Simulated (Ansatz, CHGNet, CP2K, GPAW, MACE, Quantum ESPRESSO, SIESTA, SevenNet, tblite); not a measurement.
# H15W3C3S4N3 (P-1) (56 atoms) in tblite

Wanted: tblite inputs and outputs for H15W3C3S4N3 (P-1) (56 atoms), checked against a plane-wave reference.

Main program and level: tblite 0.8.0; the method is named at each step.

### Step 1. Starting point

The cell holds 56 atoms: 30 H, 6 W, 6 C, 8 S and 6 N. Its edges and angles: a = 9.085 Å, b = 9.160 Å, c = 9.566 Å, α = 103.7°, β = 116.6°, γ = 106.3°. It derives from H15W3C3S4N3 (P-1), repeated 1×1×1. H15W3C3S4N3, space group P-1, structure from the Crystallography Open Database, 1 x 1 x 1 conventional cells; positions as listed; bonds to H set to neutron lengths (C-H 1.089, N-H 1.015, O-H 0.983, B-H 1.19 Å) where the listed ones are shorter. Then every atom was moved at random, 0.03 Å r.m.s. a Cartesian component (hydrogen 0.6 of that).

The yardstick, on the same geometry:

- method: Kohn-Sham DFT, PBE, PAW, plane waves (Ansatz 0.2.0); cutoff 420 eV, Γ point, fermi-dirac smearing of 0.05 eV; PAW set soft_2
- r.m.s. force component: 0.8714 eV/Å
- longest force: 4.572 eV/Å
- pressure: 3.508 GPa
- gap (highest filled to lowest empty level): 0.5431 eV
- SCF cycles: 14
- time: 5.1 s on 4 threads of Arm Neoverse V1, shared host
- CPU time: 18 s

### Step 2. GFN1-xTB

Method: GFN1-xTB tight binding, diagonalisation.

Input file run.py:

```python
import numpy as np
from ase.io import read
from tblite.ase import TBLite

atoms = read("structure.xyz")
atoms.calc = TBLite(method="GFN1-xTB", electronic_temperature=580, accuracy=1.0, max_iterations=250, mixer_damping=0.1, verbosity=1)
energy = atoms.get_potential_energy()
forces = atoms.get_forces()
print(f"energy {energy:.6f} eV")
print("forces (eV/A)")
for i, (a, f) in enumerate(zip(atoms, forces)):
    print(f"{i:4d} {a.symbol:2s} {f[0]:10.5f} {f[1]:10.5f} {f[2]:10.5f}")
stress = -atoms.get_stress(voigt=False) * 160.21766
print("stress (GPa, compression positive)")
for row in stress:
    print(" ".join(f"{x:10.4f}" for x in row))
print("charges (e)")
print(np.array2string(atoms.get_charges(), precision=4, suppress_small=True, max_line_width=110, threshold=100000))
```

Input file structure.xyz:

```xyz
56
Lattice="9.08470 0.00000 0.00000 -2.56559 8.79358 0.00000 -4.28655 -3.61609 7.74969" Properties=species:S:1:pos:R:3 pbc="T T T"
H -2.52087 3.11155 2.84902
H 4.75689 2.12939 4.94787
H 4.97543 2.67950 2.45820
H -2.80523 2.51350 5.28010
H -0.84162 5.19989 7.51945
H 3.03944 -0.03004 0.25434
H 3.29462 -3.18065 7.65739
H -1.06731 8.37211 0.07858
H 0.02169 5.67879 4.05185
H 2.24175 -0.50472 3.70141
H 0.09498 6.21466 2.48013
H 2.12624 -1.03517 5.22360
H 6.39902 2.28353 0.59285
H -4.13870 2.87532 7.13328
H 6.88507 4.00107 0.67864
H -4.69034 1.15780 7.08399
H 5.24469 3.62238 0.26659
H -2.99664 1.54414 7.42653
H 0.45869 4.29719 5.66549
H 1.79027 0.84487 2.06289
H -0.25346 3.01586 6.69922
H 2.49894 2.19571 1.06752
H 1.41985 3.45642 6.87599
H 0.76008 1.71682 0.83363
H -0.73050 4.00314 2.56104
H 2.92361 1.16113 5.18795
H 0.77852 3.48675 3.40614
H 1.47722 1.64360 4.31472
H 0.88997 4.12310 1.76685
H 1.35168 1.10837 6.01546
W 5.09224 5.39563 3.24960
W -2.81297 -0.17630 4.63090
W 4.36518 7.76573 2.20130
W -2.12078 -2.48219 5.62643
W 2.62297 6.37347 3.60694
W -0.40774 -1.18368 4.09587
C 6.10670 3.29450 0.85316
C -3.84871 1.81964 6.91110
C 0.46140 3.81361 6.67605
C 1.74412 1.31995 1.04737
C 0.32395 4.21403 2.68690
C 1.87610 0.99128 5.04823
S 4.69571 -0.12718 2.64164
S -2.42668 5.29183 5.13029
S 3.43431 5.60595 1.38355
S -1.13467 -0.42081 6.26531
S -2.48808 6.70897 1.87062
S 4.72568 -1.59261 5.79956
S 3.41561 4.23876 4.62587
S -1.14088 0.95338 3.10600
N 5.77046 3.39208 2.28004
N -3.47587 1.77905 5.47988
N 0.08401 4.84320 7.72567
N -2.15061 -3.24865 7.74093
N 0.46178 5.60925 3.20752
N 1.68092 -0.42302 4.58751
```

On the command line:

```
$ OMP_NUM_THREADS=1 python run.py > output.txt
```

The program printed:

```text
------------------------------------------------------------
  cycle        total energy    energy error   density error
------------------------------------------------------------
      1     -91.40816924059  -9.2119944E+01   6.4157571E-01
      2     -91.76688456302  -3.5871532E-01   5.6151120E-01
      3     -91.86984090611  -1.0295634E-01   3.5406391E-01
      4     -91.98100158452  -1.1116068E-01   8.1788363E-02
      5     -92.02089546234  -3.9893878E-02   4.2015100E-02
      6     -92.03033698039  -9.4415181E-03   1.9327935E-02
      7     -92.03174994255  -1.4129622E-03   6.7917748E-03
      8     -92.03222193678  -4.7199422E-04   5.3934185E-03
      9     -92.03237943516  -1.5749839E-04   2.1972195E-03
     10     -92.03234796937   3.1465794E-05   2.4851245E-03
     11     -92.03241123256  -6.3263189E-05   3.0946523E-04
     12     -92.03241134545  -1.1288904E-07   1.9693037E-04
     13     -92.03241151054  -1.6509534E-07   1.0285463E-04
     14     -92.03241156675  -5.6209856E-08   5.4611144E-05
     15     -92.03241158083  -1.4074999E-08   1.9487060E-05
------------------------------------------------------------
 total:                                   1.656 sec
energy -2504.329478 eV
forces (eV/A)
   0 H     0.18251   -0.52168   -0.16953
   1 H     0.88539   -0.35094    0.69018
   2 H     1.60285    1.08335   -0.24308
   3 H     0.34116    0.25418    0.34789
   4 H    -0.17674    0.02635   -0.39198
   5 H     0.10547    0.19702    0.12589
   6 H     0.33816    0.39143   -0.37105
   7 H    -0.25449   -0.11203    0.06345
   8 H    -2.02214    0.28587    2.44625
   9 H    -0.34845    0.15757    0.89589
  10 H    -0.56281    0.11237    0.26977
  11 H     0.73206   -0.66700    1.04973
  12 H     0.12242   -0.21430   -0.10723
  13 H     0.08694   -0.65441    0.15408
  14 H     0.86412    0.39876   -0.32903
  15 H    -0.02670   -0.12004    0.07147
  16 H    -0.15979   -0.24174    0.00637
  17 H     1.69058   -0.56131    1.48613
  18 H    -0.10366   -0.28989    0.73942
  19 H    -0.16632    0.22496   -0.84872
  20 H    -0.45855   -0.42571    0.04450
  21 H    -1.06643   -1.23360   -0.14393
  22 H     1.64647   -0.55759    0.42896
  23 H    -0.26466   -0.03146    0.06861
[...]
48 S    -0.15987   -0.45472    0.17335
  49 S     0.11863    0.85107    0.13495
  50 N    -1.89680   -1.12431    0.53517
  51 N    -1.87691    0.45179   -0.89333
  52 N     0.19775   -1.09532   -0.33584
  53 N    -0.02439   -0.17842    0.60247
  54 N     2.40436   -1.10481   -3.02771
  55 N     0.24544    1.33398   -2.03001
stress (GPa, compression positive)
    6.0643     0.7152     0.4767
    0.7152     4.1038    -0.1279
    0.4767    -0.1279     5.8933
charges (e)
[ 0.2122  0.2015  0.2092  0.2213  0.2141  0.212   0.2133  0.2132  0.2293  0.2079  0.2183  0.2174  0.0243
  0.0237  0.0328  0.0337  0.0432  0.0515  0.0236  0.0249  0.0455  0.0371  0.0439  0.0402  0.0318  0.0309
  0.0348  0.0425  0.0397  0.0413  0.3009  0.2736  0.3067  0.2863  0.268   0.2362  0.0528  0.0514  0.0523
  0.0609  0.0527  0.0496 -0.4105 -0.4066 -0.3423 -0.2905 -0.3761 -0.3451 -0.3906 -0.3691 -0.3748 -0.3695
 -0.3853 -0.3689 -0.3988 -0.3782]
```

Elapsed: 2.3 s, on 1 thread of Arm Neoverse V1, shared host; peak memory 0.1 GiB.

Banners, paths, timers and routine set-up lines are dropped from the logs unmarked, and long logs keep their key lines alone; longer cuts are marked.

Against the reference:

| Item | Value |
| --- | --- |
| r.m.s. force component | 1.305 eV/Å |
| r.m.s. difference of force components | 869.1 meV/Å |
| longest difference of force vectors | 5775 meV/Å |
| force difference over r.m.s. force | 99.74 % |
| slope of forces against the reference's | 1.123 |
| correlation of force components | 0.7503 |
| pressure | 5.354 GPa |
| pressure difference | 1.846 GPa |

Length of the force difference by element (eV/Å):

| element | atoms | mean | most |
| --- | --- | --- | --- |
| C | 6 | 0.17 | 0.29 |
| H | 30 | 0.18 | 0.32 |
| N | 6 | 0.43 | 0.66 |
| S | 8 | 0.43 | 0.82 |
| W | 6 | 4.5 | 5.8 |

The surroundings of S50, picked at random, nearest first, numbered as they follow in the input and with coordinates relative to it.

```csv
atom,x,y,z,distance (Å),bonds,Mulliken charge (e),Fx,Fy,Fz (eV/Å)
S50,0.00,0.00,0.00,0.00,3,-0.37,0.12,0.85,0.13
W33,-1.01,-1.98,-0.90,2.40,5,0.31,-1.00,0.73,-5.96
W36,0.73,-2.14,0.99,2.47,5,0.24,5.91,2.68,2.69
W32,-1.67,-1.13,1.52,2.53,5,0.27,-1.62,3.86,-0.60
H1,-1.38,2.16,-0.26,2.57,1,0.21,0.18,-0.52,-0.17
H28,2.62,0.69,1.21,2.97,1,0.04,-0.38,0.69,-0.63
H24,1.90,0.76,-2.27,3.06,1,0.04,-0.26,-0.03,0.07
H20,2.93,-0.11,-1.04,3.11,1,0.02,-0.17,0.22,-0.85
H25,0.41,3.05,-0.54,3.13,1,0.03,-0.15,-0.23,-0.16
```

Atoms are counted from 1 here, from 0 in the log.

Forces lie 100 % from the reference's, at 0.13 times its CPU time (on 1 against 4 cores).

The difference per atom is largest on W (4.5 eV/Å on average, against 0.43 on S).

### Step 3. What came out

| Quantity | Value |
| --- | --- |
| force difference from the reference | tblite GFN1-xTB, 100 % |
| its CPU time | 2.3 s |

Tight binding differs by 100 % (tblite GFN1-xTB); it is another model, with fitted parameters of its own, and the xTB methods hold dispersion. One electronic-structure run takes under half the reference's CPU time: tblite GFN1-xTB, at 100 % in 2.3 s against 18 s, too far off to be of use; its pressure misses by +1.8 GPa. Periodic xTB results under one method name differ between programs and library versions. The reference's PBE has no dispersion term, which matters for the binding between molecules or layers. The reference's pressure of 3.5 GPa belongs to a cell and atoms that aren't relaxed at this level. The runs have no spin polarisation, so moments on W can't form, and no Hubbard term. The electronic-structure runs sample only Γ, in a cell whose shortest periodic width is 7 Å. Spin–orbit coupling is left out, which matters for the levels of the heavy elements.

[Also dropped from logs without a mark: logging warnings of Python, and SIESTA's first energy breakdown and zero terms.]

[Logs are printed without paths, hosts, clocks, repeated set-up lines and the standing remarks that a program may print on its own settings, such as how far it seeks lower states.]

[Hosts, paths, dates, database ids (printed as entryN), source tags and the programs' standing remarks are cut or masked in the printed files.]
